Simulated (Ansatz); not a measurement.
# Lu3Au: relaxing a made-up structure, part 2 of 2

Starting from a made-up structure for Lu3Au, the aim is the relaxed cell, its shortest contacts and, where a second run follows, its electronic structure.

Ansatz 0.2.0; DFT, PBE, plane-wave PAW, files of the set soft_1, scalar-relativistic, no spin, cell and ions relaxed at zero pressure; PAW set soft_1 (the session's first sound run).

So far: Starting point; Relaxing cell and atoms. The relaxed cell has a = 4.415, c = 10.191 Å (conventional setting).

## Step 3: Electronic structure of the relaxed cell

A second self-consistent run takes a narrower smearing and the mesh shown in its input; the bands follow along the standard path of the relaxed lattice.

This step: DFT, PBE, plane-wave PAW, files of the set soft_1, scalar-relativistic, no spin, bands and density of states at the relaxed cell; PAW set soft_1 (Ansatz 0.2.0).

The input, input.yaml:

```yaml
crystal:
  lattice:
    - [-2.2072506706, 2.2072506706, 5.0955619608]
    - [2.2072506706, -2.2072506706, 5.0955619608]
    - [2.2072506706, 2.2072506706, -5.0955619608]
  atoms:
    - { symbol: Au, position: [0.0, 0.0, 0.0] }
    - { symbol: Lu, position: [0.5, 0.5, 0.0] }
    - { symbol: Lu, position: [0.25, 0.75, 0.5] }
    - { symbol: Lu, position: [0.75, 0.25, 0.5] }
kpoints:
  mp_grid: { grid: [10, 10, 10] }
  band_path:
    path:
      - [[0.0, 0.0, 0.0], [0.0, 0.0, 0.5], [-0.09381864, 0.09381864, 0.5], [-0.29690932, 0.29690932, 0.29690932], [0.0, 0.0, 0.0], [0.5, 0.5, -0.5], [0.29690932, 0.70309068, -0.29690932], [0.0, 0.5, 0.0], [0.25, 0.25, 0.25], [0.5, 0.5, -0.09381864], [0.5, 0.5, -0.5]]
      - [[0.0, 0.0, 0.5], [0.25, 0.25, 0.25]]
    npoints: 7
scf:
  occupations: { method: fermi_dirac, width: 0.03 }
  n_extra_bands: 8
hamiltonian:
  xc: pbe
  pseudopotentials: { kind: paw, azcp: { folder: soft_1 } }
output:
  forces: true
  stress: true
  write_bands: true
  dos: { projected: true }
  write_density: true
  write_potential: true
  elf: true
  volumetric_format: npy
```

On the command line:

```
$ ansatz run input.yaml --threads 4 --pin off --max-ram 8192MiB --backend cpu --events-out ev --progress --plain --runs-dir out
```

Numbers of over 12 decimals in the logs are rounded to 6 here.

What it wrote:

```text
Lu: projections on atomic orbitals take those of the free atom [Kr 4d10] 4f14 5s2 5p6 5d1 6s2, of charge +0.00 (hamiltonian.pseudopotentials.projection_atoms); the dataset's partial waves leave at most 4.6e-5 of an orbital's norm unspanned inside its sphere
[...]
Crystal: 4 atoms, lattice volume = 99.301 Å³
Basis set: ecut = 420 eV, 1945 PW (Γ), exchange–correlation on 80×80×80 points (8 copies of the dense FFT grid, shifted against one another)
Bands: 55, of which v1, the nominal top of the filled ones, is band 47 counted from 1 (46 counted from 0)
Symmetry: 16 space group operations
[...]
k-points: 102 of 1000
[...]
SCF iter   1: F=—  HF=-57400.091334 eV  |F-HF|=—  |Δ(HF+E_count)|=         —  Δρ=4.46e-1  dr2=5.40e2  ethr=3.10e-3  ⟨swp⟩=6.1  Hψ=24904  notcnv=0
[...]
SCF iter  14: F=-57351.381527 eV  HF=-57351.381527 eV  |F-HF|=2.75e-8  |Δ(HF+E_count)|=   3.70e-8  Δρ=2.83e-6  dr2=6.71e-9  ethr=2.89e-11  ⟨swp⟩=12.8  Hψ=60999  notcnv=0
SCF 1 converged in 14 iterations: F = -57351.381527 eV  dr2 = 6.71e-9
[...]
NSCF: frozen V_eff on 79 k-points
SCF converged after 14 iterations
Free energy (F): -57351.381527 eV
[...]
Internal energy: -57351.361536 eV  (E = F + TS)
E sigma→0 (E₀):  -57351.371531 eV
Entropy (-TS):   -0.019991 eV (-4.998 meV/atom)
Fermi energy:    15.774345 eV
[...]
--- Stress (GPa, compression-positive) ---
        0.061317      -0.000000       0.000000
       -0.000000       0.061317      -0.000000
        0.000000       0.000000      -0.057372
  P = ⅓ Tr σ = 0.0218 GPa (0.218 kbar)
--- Band table (eV; the first three rows and the last of 102) ---
  k-point 0: bands = [... 43 lower, 13.9308, 14.1200, 15.7412, 15.8361, 15.8361, 16.4676, 17.5289, 17.5289, ... 4 higher]
  k-point 1: bands = [... 43 lower, 13.9446, 14.2850, 15.3934, 15.8843, 15.9144, 16.2897, 17.1082, 17.4667, ... 4 higher]
  k-point 2: bands = [... 43 lower, 13.6612, 14.7282, 15.0813, 15.9119, 15.9946, 16.1447, 16.3973, 17.2194, ... 4 higher]
  k-point 101: bands = [... 43 lower, 11.3603, 13.8523, 15.6851, 16.1956, 16.1956, 16.5947, 16.9153, 18.2638, ... 4 higher]
```

Elapsed: 17 s, on 4 threads of Intel Xeon Platinum 8375C at 2.90GHz (Ice Lake), shared host; peak memory 0.83 GiB; 66 s of CPU time.

In the SCF lines HF is the Harris–Foulkes energy and dr2 the Hartree energy of the density residual, in eV; the loop may stop once dr2 is under the threshold and the program's other checks hold. Hψ counts applications of the Hamiltonian.

This step gave:

| Property | Result |
| --- | --- |
| free energy | -57351.3815 eV |
| energy at zero smearing | -57351.3715 eV |
| smearing term TS | 0.01999 eV |
| pressure | 0.02175 GPa |

bands.tsv at the labelled points (eV, zero at the Fermi level; the bands that come nearest the Fermi level along the path):

```tsv
point	band 44	band 45	band 46	band 47	band 48	band 49	band 50	band 51
Γ	-1.84	-1.65	-0.03	0.06	0.06	0.69	1.75	1.75
X	-2.43	-1.26	-1.05	-0.62	-0.01	0.49	0.58	1.61
Y	-2.18	-1.71	-1.44	-0.34	-0.08	0.68	0.70	1.54
S	-3.03	-2.90	-0.60	-0.04	0.33	0.43	1.85	2.07
Γ	-1.84	-1.65	-0.03	0.06	0.06	0.69	1.75	1.75
Z	-4.41	-1.92	-0.09	0.42	0.42	0.82	1.14	2.49
S1	-3.03	-2.90	-0.60	-0.04	0.33	0.43	1.85	2.07
N	-3.82	-1.66	-0.54	-0.50	0.09	0.60	1.93	1.99
P	-1.83	-1.83	-1.42	-0.19	0.27	0.34	0.34	1.75
Y1	-2.18	-1.71	-1.44	-0.34	-0.08	0.68	0.70	1.54
Z	-4.41	-1.92	-0.09	0.42	0.42	0.82	1.14	2.49
X	-2.43	-1.26	-1.05	-0.62	-0.01	0.49	0.58	1.61
P	-1.83	-1.83	-1.42	-0.19	0.27	0.34	0.34	1.75
```

States per cell as run, both spins, in windows of 1 eV, from dos.tsv (zero at the Fermi level): Near the top, bands beyond those computed are missing, so counts there can be too low.

| from | to | total |
| --- | --- | --- |
| -8 | -7 | 0.00 |
| -7 | -6 | 0.34 |
| -6 | -5 | 34.66 |
| -5 | -4 | 18.87 |
| -4 | -3 | 0.79 |
| -3 | -2 | 1.55 |
| -2 | -1 | 2.03 |
| -1 | 0 | 3.67 |
| 0 | 1 | 4.86 |
| 1 | 2 | 3.63 |
| 2 | 3 | 2.65 |

A further 32.0 states lie below the table's range.

Valence density in the ab plane of the cell as run, not the conventional one, at fractional z = 0.000, with atoms of Au and Lu within 0.2 Å of it. It is the smooth field of the valence electrons, not physical close to the nuclei.

Ten steps, logarithmic in the rise over the least value, from '0' (0 e/Å³) to '9' (38 e/Å³), each cell a mean:
```
76520000000000146
55420000000000024
33210000000000001
01100000000000000
00000000000000000
00000123310000000
00000146642000000
00000158984100000
00000037996300000
00000014786300000
00000001354200000
00000000011100000
00000000000000000
10000000000000122
42000000000001245
64200000000001356
76410000000000357
```
Columns run along a (6.0 Å), rows up along b (6.0 Å). Atoms in or near the plane, at fractional coordinates: Au at (0.00, 0.00), Lu at (0.50, 0.50).

ELF in the ab plane of the cell as run, not the conventional one, at fractional z = 0.000, with atoms of Au and Lu within 0.2 Å of it. It is the smooth field of the valence electrons, not physical close to the nuclei.

Ten even steps from '_' (0.11) to '@' (0.84), each cell a mean:
```
%%**==------::..______..::::--==**
++++==----------::::::::::::::--==
--==------------==++++++==--::::--
::::----::..__..--**##%%**==--::::
------::..________::**%%%%**==::::
::----::__..==**++::::**%%%%++::..
..::--::__::%%@@@@##--::**##++::__
__..----__::%%@@@@@@##::::**++::__
__..--++--..**@@%%@@@@++__--==::__
__..--****::::##@@@@@@**__..----..
....--**%%**::::**%%%%==____----::
::::--++%%@@**::..::::..__..------
--::--==**%%%%**--______..::------
::::::--==++****++--::::::--------
==--::::----------------------====
**==--::::::........::----::==++**
@@**==::--::..______..::--::--++%%
```
Columns run along a (6.0 Å), rows up along b (6.0 Å). Atoms in or near the plane, at fractional coordinates: Au at (0.00, 0.00), Lu at (0.50, 0.50).

Electrostatic potential energy in the ab plane of the cell as run, not the conventional one, at fractional z = 0.000, with atoms of Au and Lu within 0.2 Å of it. With pseudopotentials it is smooth inside the atoms' cores, unlike the true potential.

Ten even steps from '0' (-49 eV) to '9' (19 eV), each cell a mean:
```
22479999999999852
33479999999999985
66689999999999998
99999999999999999
99999888899999999
99999865679999999
99999741137999999
99999730003799999
99999850001689999
99999974001589999
99999997534689999
99999999877889999
99999999999999999
89999999999999877
57999999999999644
24799999999999632
22589999999999632
```
Columns run along a (6.0 Å; values clipped at the 3rd and 97th percentile), rows up along b (6.0 Å). Atoms in or near the plane, at fractional coordinates: Au at (0.00, 0.00), Lu at (0.50, 0.50).

## Step 4: Summary of results

| Quantity | Value |
| --- | --- |
| space group, relaxed | I4/mmm |
| conventional cell | a = 4.415, b = 4.415, c = 10.191 Å; α = 90.0°, β = 90.0°, γ = 90.0° |
| volume per atom | 24.83 Å³ (guess 24.10) |

In words: Lu3Au relaxes to I4/mmm with a = 4.415, b = 4.415 and c = 10.191 Å. The guessed volume was 3 % too small. The space group I4/mmm was held in the relaxation, so the end point is a stationary structure within it and may be a saddle against distortions or other arrangements. Bands cross the Fermi level, so it is a metal or semimetal at this level. On the 10×10×10 mesh with the narrower smearing (relaxed on 8×8×8) the forces vanish, as symmetry may demand, and the largest stress component is 0.061 GPa, against the relaxation's thresholds of 0.015 eV/Å and 0.05 GPa. The cutoff wasn't tested. Spin-orbit coupling is left out, which can matter for elements this heavy. No dispersion term is used, so weakly bound directions may come out too long. Nothing here tests whether the compound is stable against decomposition.

[Logs are printed without paths, hosts, clocks, repeated set-up lines and the standing remarks that a program may print on its own settings, such as how far it seeks lower states.]

[Hosts, paths, dates, database ids (printed as entryN), source tags and the programs' standing remarks are cut or masked in the printed files.]
